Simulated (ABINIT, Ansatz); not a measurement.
**CsH (Pm-3m): the LO frequency by hand**

Wanted: the LO mode of CsH (Pm-3m) from the TO mode and the field response.

Program: ABINIT 10.8.3. Level of theory: DFT LDA, scalar-relativistic, plane waves, PseudoDojo norm-conserving pseudopotentials. Results are calculated unless marked as measured.

**1. Set-up**

It takes space group Pm-3m (No. 221, cubic). Conventional cell: a = 3.637 Å, b = 3.637 Å, c = 3.637 Å, α = 90.00°, β = 90.00°, γ = 90.00°. Nearest to Cs lie 8 H at 3.15 Å. Nearest to H lie 8 Cs at 3.15 Å. Farther neighbours are not listed.

As a file:

```cif
data_structure
_symmetry_space_group_name_H-M 'Pm-3m'
_symmetry_Int_Tables_number 221
_cell_length_a 3.6366
_cell_length_b 3.6366
_cell_length_c 3.6366
_cell_angle_alpha 90.000
_cell_angle_beta 90.000
_cell_angle_gamma 90.000
_cell_volume 48.09
loop_
_atom_site_label
_atom_site_type_symbol
_atom_site_symmetry_multiplicity
_atom_site_Wyckoff_symbol
_atom_site_fract_x
_atom_site_fract_y
_atom_site_fract_z
_atom_site_occupancy
Cs1 Cs 1 a 0.00000 0.00000 0.00000 1
H1 H 1 b 0.50000 0.50000 0.50000 1
```

This is the cell after its relaxation at this level of theory, not the database cell from which that began.

**2. What the response run gave**

A linear-response run on the relaxed cell, with the response to an electric field; only its zone-centre results are used. Cutoff 39 Ha, k mesh 6×6×6 with shifts.

Numbers of over 12 decimals in the logs are rounded to 6 here.

Log:

```text
[banners, grids, parts of the stress and lines that vanish by symmetry left out]
- input  file    -> dfpt_gamma.abi
- output file    -> dfpt_gamma.abo
- root for input  files -> dfpt_gammai
[...]
DATASET    1 : space group Pm -3 m (#221); Bravais cP (primitive cubic)
[...]
nfft =       64000          nkpt =         108
[...]
DATASET    2 : space group Pm -3 m (#221); Bravais cP (primitive cubic)
[...]
nfft =       64000          nkpt =         108
[...]
== DATASET  1 ==================================================================
[...]
cutoff_energies: {ecut:  39.0, pawecutdg:  -1.0, }
[...]
-  1.00000   1.00000  180309                  znucl, zion, pspdat
[...]
Perturbation : derivative vs k along direction   1
[...]
-ETOT  1  -9.497045     -9.497E+00 1.641E-02 0.000E+00
 ETOT  2  -9.502614     -5.569E-03 5.903E-04 0.000E+00
 ETOT  3  -9.502745     -1.315E-04 1.456E-05 0.000E+00
 ETOT  4  -9.502750     -4.918E-06 8.532E-07 0.000E+00
 ETOT  5  -9.502751     -2.466E-07 7.315E-08 0.000E+00
[...]
At SCF step   17   max residual=  9.95E-21 < tolwfr=  1.00E-20 =>converged.
[...]
Perturbation : derivative vs k along direction   2
[...]
-ETOT  1  -9.497158     -9.497E+00 1.641E-02 0.000E+00
[...]
At SCF step   17   max residual=  9.70E-21 < tolwfr=  1.00E-20 =>converged.
[...]
Perturbation : derivative vs k along direction   3
[...]
-ETOT  1  -9.497045     -9.497E+00 1.641E-02 0.000E+00
[...]
At SCF step   17   max residual=  9.95E-21 < tolwfr=  1.00E-20 =>converged.
[...]
1        1       1.3269969864    0.0000000000
     1        2       0.0000000000    0.0000000000
     1        3       0.0000000000    0.0000000000
     2        1       0.0000000000    0.0000000000
     2        2       1.3269969864   -0.0000000000
     2        3       0.0000000000    0.0000000000
     3        1       0.0000000000    0.0000000000
     3        2       0.0000000000    0.0000000000
     3        3       1.3269969864    0.0000000000
[...]
== DATASET  2 ==================================================================
[...]
cutoff_energies: {ecut:  39.0, pawecutdg:  -1.0, }
[...]
Perturbation : displacement of atom   1   along direction   1
[...]
-ETOT  1  0.471889     -4.340E+02 2.529E+00 5.515E+01
[...]
At SCF step   10       vres2   =  1.97E-11 < tolvrs=  1.00E-10 =>converged.
[...]
Perturbation : displacement of atom   2   along direction   1
[...]
At SCF step   10       vres2   =  3.81E-13 < tolvrs=  1.00E-10 =>converged.
[...]
-ETOT  1  0.439020     -7.572E+00 3.423E-01 9.629E+02
[...]
ETOT  9  0.113481     -2.621E-11 2.194E-12 2.438E-10
 ETOT 10  0.113481     -1.343E-12 3.255E-13 3.735E-13
 At SCF step   10       vres2   =  3.74E-13 < tolvrs=  1.00E-10 =>converged.
[...]
Dielectric tensor, in cartesian coordinates,
[...]
1    4   1    4         4.2005303835        -0.0000000000
   1    4   2    4        -0.0000000000        -0.0000000000
   1    4   3    4        -0.0000000000        -0.0000000000
   2    4   1    4        -0.0000000000        -0.0000000000
   2    4   2    4         4.2005303835        -0.0000000000
   2    4   3    4        -0.0000000000        -0.0000000000
   3    4   1    4        -0.0000000000        -0.0000000000
   3    4   2    4        -0.0000000000        -0.0000000000
   3    4   3    4         4.2005303835        -0.0000000000
  Effective charges, in cartesian coordinates,
[...]
1    1   1    4         1.1615743002         0.0000000000
   2    1   1    4         0.0000000000         0.0000000000
   3    1   1    4         0.0000000000         0.0000000000
   1    2   1    4        -1.1616167320         0.0000000000
   2    2   1    4         0.0000000000         0.0000000000
[...]
Effective charges, in cartesian coordinates,
[...]
Rigid-atom elastic tensor , in cartesian coordinates,
[...]
Rigid-atom proper piezoelectric tensor, in cartesian coordinates,
[...]
2    4   2    6         0.0000000000         0.0000000000
   2    4   3    6         0.0000000000         0.0000000000
   3    4   1    5         0.0000000000         0.0000000000
   3    4   2    5         0.0000000000         0.0000000000
   3    4   3    5         0.0000000000         0.0000000000
   3    4   1    6         0.0000000000         0.0000000000
   3    4   2    6         0.0000000000         0.0000000000
   3    4   3    6         0.0000000000         0.0000000000
  Phonon wavevector (reduced coordinates) :  0.00000  0.00000  0.00000
 Phonon energies in Hartree :
[...]
Phonon frequencies in cm-1    :
- -7.289464E-02 -7.289403E-02 -7.289222E-02  4.173176E+02  4.173176E+02
-  4.173176E+02
  Phonon at Gamma, with non-analyticity in the
[...]
Phonon energies in Hartree :
[...]
Phonon frequencies in cm-1    :
- -7.289464E-02 -7.289403E-02 -7.288597E-02  4.173176E+02  4.173176E+02
-  7.090114E+02
  Phonon at Gamma, with non-analyticity in the
[...]
Phonon energies in Hartree :
[...]
Phonon frequencies in cm-1    :
- -7.289464E-02 -7.289222E-02 -7.288779E-02  4.173176E+02  4.173176E+02
-  7.090114E+02
  Phonon at Gamma, with non-analyticity in the
[...]
Phonon energies in Hartree :
[...]
Phonon frequencies in cm-1    :
- -7.289403E-02 -7.289222E-02 -7.288839E-02  4.173176E+02  4.173176E+02
-  7.090114E+02
[...]
fcart2     0.0000000000E+00  0.0000000000E+00  0.0000000000E+00
           strten2     0.0000000000E+00  0.0000000000E+00  0.0000000000E+00
================================================================================
```

```csv
quantity,value
cell volume Ω (Å³),48.095
mass of Cs (u),132.905
mass of H (u),1.008
"Born charge of Cs, raw (e)",1.162
"Born charge of H, raw (e)",-1.162
ε∞,4.200
ω(TO) after the sum rule (cm⁻¹),417.3
```

**3. The calculation**

The charges must sum to zero over the cell; taking off their mean, 0.000 e, leaves Z* = 1.162 e on Cs. In the polar mode Cs moves against H, so the reduced mass is μ = 132.91 × 1.01 / 133.91 = 1.000 u.

A longitudinal wave builds up a field that adds to the restoring force: ω(LO)² = ω(TO)² + 4π Z*² / (μ Ω ε∞), in Hartree atomic units. With μ = 1824 electron masses and Ω = 324.56 bohr³ the second term is 6.8201e-06 Ha², or 328517 cm⁻² (1 Ha = 219474.6 cm⁻¹).

So ω(LO) = √(174156 + 328517) = 709.0 cm⁻¹, and by the Lyddane-Sachs-Teller relation ε₀ = ε∞ (ω(LO)/ω(TO))² = 12.12.

**4. Check against the program**

The analysis program adds the same non-analytic term to the full matrix.

Log:

```text
[banners, grids, parts of the stress and lines that vanish by symmetry left out]
-outvars_anaddb: echo values of input variables ----------------------

 Flags :
[...]
Dielectric Tensor and Effective Charges
[...]
Effective charge tensors after
[...]
Phonon wavevector (reduced coordinates) :  0.00000  0.00000  0.00000
 Phonon energies in Hartree :
[...]
Phonon energies in meV     :
-  0.000000E+00  0.000000E+00  0.000000E+00  5.174073E+01  5.174073E+01
-  5.174073E+01
 Phonon frequencies in cm-1    :
-  0.000000E+00  0.000000E+00  0.000000E+00  4.173172E+02  4.173172E+02
-  4.173172E+02
 Phonon frequencies in Thz     :
-  0.000000E+00  0.000000E+00  0.000000E+00  1.251085E+01  1.251085E+01
-  1.251085E+01
 Phonon energies in Kelvin  :
-  0.000000E+00  0.000000E+00  0.000000E+00  6.004263E+02  6.004263E+02
-  6.004263E+02
[...]
-  1  0.00000000E+00  0.00000000E+00 -2.02398824E-03
-     0.00000000E+00  0.00000000E+00  0.00000000E+00
-  2  0.00000000E+00  0.00000000E+00 -2.02398520E-03
-     0.00000000E+00  0.00000000E+00  0.00000000E+00
[...]
-  1  0.00000000E+00  2.02398824E-03  0.00000000E+00
-     0.00000000E+00  0.00000000E+00  0.00000000E+00
-  2  0.00000000E+00  2.02398520E-03  0.00000000E+00
-     0.00000000E+00  0.00000000E+00  0.00000000E+00
[...]
-  1  2.02398824E-03  0.00000000E+00  0.00000000E+00
-     0.00000000E+00  0.00000000E+00  0.00000000E+00
-  2  2.02398520E-03  0.00000000E+00  0.00000000E+00
-     0.00000000E+00  0.00000000E+00  0.00000000E+00
[...]
-  1  0.00000000E+00  0.00000000E+00  1.76259815E-04
-     0.00000000E+00  0.00000000E+00  0.00000000E+00
-  2  0.00000000E+00  0.00000000E+00 -2.32413851E-02
-     0.00000000E+00  0.00000000E+00  0.00000000E+00
[...]
-  1  0.00000000E+00  1.76259815E-04  0.00000000E+00
-     0.00000000E+00  0.00000000E+00  0.00000000E+00
-  2  0.00000000E+00 -2.32413851E-02  0.00000000E+00
-     0.00000000E+00  0.00000000E+00  0.00000000E+00
[...]
-  1  1.76259815E-04  0.00000000E+00  0.00000000E+00
-     0.00000000E+00  0.00000000E+00  0.00000000E+00
-  2 -2.32413851E-02  0.00000000E+00  0.00000000E+00
-     0.00000000E+00  0.00000000E+00  0.00000000E+00
[...]
-     1          0.000000     0.000000    -0.000001     0.000001
-     2          0.000000     0.000001     0.000000     0.000001
-     3          0.000001    -0.000000    -0.000000     0.000001
-     4         -0.000000    -0.000000     1.170371     1.170371
-     5         -0.000000     1.170371     0.000000     1.170371
-     6          1.170371     0.000000     0.000000     1.170371
[...]
-   1     Real    0.0000E+00  0.0000E+00  0.0000E+00  0.0000E+00  0.0000E+00  0.0000E+00  0.0000E+00
[...]
-  2.125537E+01
 Phonon energies in Kelvin  :
-  0.000000E+00  0.000000E+00  0.000000E+00  6.004263E+02  6.004263E+02
-  1.020097E+03
[...]
-  1  0.00000000E+00  0.00000000E+00 -2.02398824E-03
-     0.00000000E+00  0.00000000E+00  0.00000000E+00
-  2  0.00000000E+00  0.00000000E+00 -2.02398520E-03
-     0.00000000E+00  0.00000000E+00  0.00000000E+00
[...]
Phonon at Gamma, with non-analyticity in the
[...]
Phonon energies in Hartree :
[...]
Phonon energies in meV     :
-  0.000000E+00  0.000000E+00  0.000000E+00  5.174073E+01  5.174073E+01
-  8.790514E+01
 Phonon frequencies in cm-1    :
-  0.000000E+00  0.000000E+00  0.000000E+00  4.173172E+02  4.173172E+02
-  7.090028E+02
 Phonon frequencies in Thz     :
-  0.000000E+00  0.000000E+00  0.000000E+00  1.251085E+01  1.251085E+01
-  2.125537E+01
 Phonon energies in Kelvin  :
-  0.000000E+00  0.000000E+00  0.000000E+00  6.004263E+02  6.004263E+02
-  1.020097E+03
[...]
Phonon at Gamma, with non-analyticity in the
[...]
Phonon energies in Hartree :
[...]
Phonon energies in meV     :
-  0.000000E+00  0.000000E+00  0.000000E+00  5.174073E+01  5.174073E+01
-  8.790514E+01
 Phonon frequencies in cm-1    :
-  0.000000E+00  0.000000E+00  0.000000E+00  4.173172E+02  4.173172E+02
-  7.090028E+02
 Phonon frequencies in Thz     :
-  0.000000E+00  0.000000E+00  0.000000E+00  1.251085E+01  1.251085E+01
-  2.125537E+01
 Phonon energies in Kelvin  :
-  0.000000E+00  0.000000E+00  0.000000E+00  6.004263E+02  6.004263E+02
-  1.020097E+03
[...]
-  1  4.93333126E-06 -2.02392949E-03 -1.46104050E-05
-     0.00000000E+00  0.00000000E+00  0.00000000E+00
-  2  4.93265845E-06 -2.02392711E-03 -1.46110484E-05
-     0.00000000E+00  0.00000000E+00  0.00000000E+00
[...]
-  1  2.02397891E-03  4.90675952E-06  3.69618757E-06
-     0.00000000E+00  0.00000000E+00  0.00000000E+00
-  2  2.02397653E-03  4.90741722E-06  3.69684709E-06
-     0.00000000E+00  0.00000000E+00  0.00000000E+00
[...]
-  1  2.95202847E-05  1.07224184E-04 -1.36744468E-04
-     0.00000000E+00  0.00000000E+00  0.00000000E+00
-  2 -3.89250553E-03 -1.41384384E-02  1.80309440E-02
-     0.00000000E+00  0.00000000E+00  0.00000000E+00
[...]
-  1  1.40855367E-04 -9.59929999E-05 -4.48623669E-05
-     0.00000000E+00  0.00000000E+00  0.00000000E+00
-  2 -1.85730016E-02  1.26575095E-02  5.91549212E-03
-     0.00000000E+00  0.00000000E+00  0.00000000E+00
[...]
Direction                     Dielectric constant
[...]
Elastic Tensor (clamped ion) (unit:10^2GP):
[...]
Elastic Tensor (relaxed ion) (unit:10^2GP):
[...]
-0.0000000   0.0000000  -0.0000000   0.0000000   9.7210123   0.0000000
  -0.0000000  -0.0000000   0.0000000   0.0000000   0.0000000   9.7210122
-
```

```csv
quantity,by hand,program
ω(LO) (cm⁻¹),709.0,709.0
ε₀,12.12,12.12
```

**5. Results**

| Quantity | Value |
| --- | --- |
| TO mode | 417.3 cm⁻¹ |
| LO mode | 709 cm⁻¹ |
| static dielectric constant | 12.12 |

**Reading.** The LO mode of CsH (Pm-3m) lies at 709 cm⁻¹, 292 cm⁻¹ above the TO mode; the formula meets the program within 0.1 cm⁻¹, as it must for a cubic crystal with one polar mode. ω(LO)² − ω(TO)² goes with Z*²/ε∞: an error of 5 % in ε∞ would move the LO mode by 11.1 cm⁻¹, and semilocal functionals tend to overestimate ε∞. These are harmonic values at zero temperature, at the volume of this functional, for the structure held cubic; stability elsewhere in the zone is no part of this calculation.

[Host names and launcher messages were left out of these logs when they were recorded.]

[Logs are printed without paths, hosts, clocks, repeated set-up lines and the standing remarks that a program may print on its own settings, such as how far it seeks lower states.]

[Hosts, paths, dates, database ids (printed as entryN), source tags and the programs' standing remarks are cut or masked in the printed files.]
